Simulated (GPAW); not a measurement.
# CO/Mo(110) in an electric field, part 2 of 2

Wanted: the out-of-plane polarisability of CO/Mo(110).

GPAW 26.7.0; GPAW, PAW setups; slab in vacuum, relaxation (the session's first sound run).

So far. Step 5 (In a field): The dipole is now -0.147 e Å, against -0.10 in the run without a field. Step 8 (Field on): The dipole is now -0.0550 e Å, against -0.10 in the run without a field.

## Step 9: In a field

Input file run.py:

```python
import json
import numpy as np
from ase import Atoms
from gpaw import GPAW, PW
from gpaw.external import ConstantElectricField

slab = Atoms(
    ['Mo', 'Mo', 'Mo', 'Mo', 'C', 'O'],
    positions=[
        [0.00000, 0.00000, 7.00000],
        [2.22739, -0.00000, 9.22739],
        [0.00000, 0.00000, 11.48326],
        [2.22739, -0.00000, 13.73471],
        [-0.00000, -0.00000, 15.31536],
        [-0.00000, -0.00000, 16.49343]],
    cell=[[2.22739, -1.575, 0.0], [2.22739, 1.575, 0.0], [0.0, 0.0, 23.51828]],
    pbc=[True, True, False])

slab.calc = GPAW(mode=PW(500), xc='PBE', kpts={'size': (12, 12, 1), 'gamma': True},
                 occupations={'name': 'fermi-dirac', 'width': 0.1}, nbands='160%',
                 convergence={'density': 1e-05}, maxiter=200,
                 poissonsolver={'dipolelayer': 'xy'},
                 external=ConstantElectricField(0.2, [0, 0, 1]),
                 symmetry={'tolerance': 1e-3}, txt='slab.txt')
result = {}
energy = slab.get_potential_energy()
fermi = slab.calc.get_fermi_level()
v = slab.calc.get_electrostatic_potential().mean((0, 1)) - fermi
n = slab.calc.get_pseudo_density().mean((0, 1))
L = slab.cell[2, 2]
z = np.arange(len(v)) * L / len(v)
low, high = slab.positions[:, 2].min(), slab.positions[:, 2].max()
below, above = np.interp([low - 4.8, high + 4.8], z, v)
slopes = [np.interp(x, z, np.gradient(v, z)) for x in (low - 4.8, high + 4.8)]
eps = np.array([[slab.calc.get_eigenvalues(k, s) for k in range(len(slab.calc.get_ibz_k_points()))]
                for s in range(slab.calc.get_number_of_spins())]) - fermi
top, bottom = eps[eps < 0].max(), eps[eps > 0].min()
dipole = slab.get_dipole_moment()[2]
print(f'energy {energy:.4f} eV, Fermi level {fermi:.4f} eV, dipole {dipole:.5f} e A')
print(f'potential 4.8 A off the faces, from the Fermi level: lower {below:.4f} eV, upper {above:.4f} eV')
print(f'slope of the potential there: lower {slopes[0]:.5f}, upper {slopes[1]:.5f} eV/A')
print(f'nearest levels on the mesh: {top:.4f} and {bottom:.4f} eV')
print('magnetic moment', round(slab.get_magnetic_moment(), 3))
result.update(energy=energy, fermi=fermi, dipole=dipole, below=below, above=above, slopes=slopes, edges=[top, bottom],
              z=z.tolist(), v=v.tolist(), n=n.tolist(), positions=slab.positions.tolist(),
              forces=slab.get_forces(apply_constraint=False).tolist(), moments=slab.get_magnetic_moments().tolist())
json.dump(result, open('result.json', 'w'))
```

On the command line:

```sh
$ OMP_NUM_THREADS=1 OPENBLAS_NUM_THREADS=1 python run.py
```

It took 5.9 min on 1 thread of Intel Xeon Platinum 8488C (Sapphire Rapids), shared host; peak memory 0.61 GiB.

The electrostatic potential energy of an electron (without an applied field's), less the Fermi level, planar mean oscillates, so the rows of the table below give means over windows of 2.21 Å about each position, cut where the curve ends. Its maxima inside the range that stand out by 2 % of the span (Å: eV): 8.1: -1.36, 10.3: -1.64, 12.6: -2.06, 14.8: -4.94, 16.0: -1.76. Its minima: 7.0: -27.0, 9.2: -28.1, 11.5: -28.5, 13.7: -29.1, 15.3: -13.4, 16.5: -10.2.

Table of electrostatic potential energy of an electron (without an applied field's), less the Fermi level, planar mean by z; means over each step:

z (Å), electrostatic potential energy of an electron (without an applied field's), less the Fermi level, planar mean (eV) and a bar from the least value:
```
     1.10        6.0 ##############################
     3.31        6.0 ##############################
     5.53        1.0 #######################
     7.73      -12.5 ####
     9.95      -12.9 ###
    12.16      -13.4 ###
    14.37      -15.4 
    16.57       -1.9 ###################
    18.79        6.2 ##############################
    21.00        6.2 ##############################
    23.21        6.2 ##############################
```

The dipole is now -0.00870 e Å, against -0.10 in the run without a field.

## Step 10: Field on

run.py, as its differences from that of step 9:

```diff
@@ -22,3 +22,3 @@
                  poissonsolver={'dipolelayer': 'xy'},
-                 external=ConstantElectricField(0.2, [0, 0, 1]),
+                 external=ConstantElectricField(0.3, [0, 0, 1]),
                  symmetry={'tolerance': 1e-3}, txt='slab.txt')
```

Wall time 6.3 min (1 thread); peak memory 0.6 GiB.

The electrostatic potential energy of an electron (without an applied field's), less the Fermi level, planar mean oscillates, so the rows of the table below give means over windows of 2.21 Å about each position, cut where the curve ends. Its maxima inside the range that stand out by 2 % of the span (Å: eV): 8.1: -0.993, 10.3: -1.5, 12.6: -2.14, 14.8: -5.24, 16.0: -2.18. Its minima: 7.0: -26.5, 9.2: -27.8, 11.5: -28.5, 13.7: -29.3, 15.3: -13.7, 16.5: -10.7.

Table of electrostatic potential energy of an electron (without an applied field's), less the Fermi level, planar mean by z; means over each step:

z (Å), electrostatic potential energy of an electron (without an applied field's), less the Fermi level, planar mean (eV) and a bar from the least value:
```
     1.10        6.6 ##############################
     3.31        6.6 ##############################
     5.53        1.7 #######################
     7.73      -12.1 #####
     9.95      -12.8 ####
    12.16      -13.4 ###
    14.37      -15.7 
    16.57       -2.3 ##################
    18.79        5.7 #############################
    21.00        5.7 #############################
    23.21        5.7 #############################
```

The dipole is now 0.0376 e Å, against -0.10 in the run without a field.

## Step 11: The series

The members are put on one axis.

This step: induced dipole against applied field (GPAW 26.7.0).

Dipole along the normal against field:

| field (V/Å) | dipole along the normal (e·Å) |
| --- | --- |
| -0.200 | -0.193 |
| -0.100 | -0.147 |
| -0.050 | -0.124 |
| 0.000 | -0.101 |
| 0.050 | -0.0781 |
| 0.100 | -0.0550 |
| 0.200 | -0.00870 |
| 0.300 | 0.0376 |

## Step 12: Outcome

| Property | Result |
| --- | --- |
| work function, upper and lower face | 7.226 and 4.621 eV |
| dipole along the normal | -0.101 e Å |
| induced dipole per field | 0.462 e Å per V/Å |
| out-of-plane polarisability per area, α/(ε0 A) | 11.9 Å |

In words: The field induces 0.462 e Å per V/Å, a polarisable thickness α/(ε0 A) of 11.9 Å beside 9.49 Å between the outermost nuclei. A perfect conductor would give the distance between its two image planes; a dielectric of thickness t gives t(1 - 1/ε). The two faces differ by 2.6 eV, the step that the slab's dipole makes (e p/(ε0 A) gives 2.6 eV), so the dipole layer is needed. The induced dipole is linear in the field over this range. The cell of 7.02 Å² holds one CO, started on one chosen site; other sites and coverages weren't tried. The in-plane lattice was kept as typed, which isn't the functional's own and leaves some strain; spin-orbit coupling and temperature are left out.

[Logs are printed without paths, hosts, clocks, repeated set-up lines and the standing remarks that a program may print on its own settings, such as how far it seeks lower states.]

[Hosts, paths, dates, database ids (printed as entryN), source tags and the programs' standing remarks are cut or masked in the printed files.]
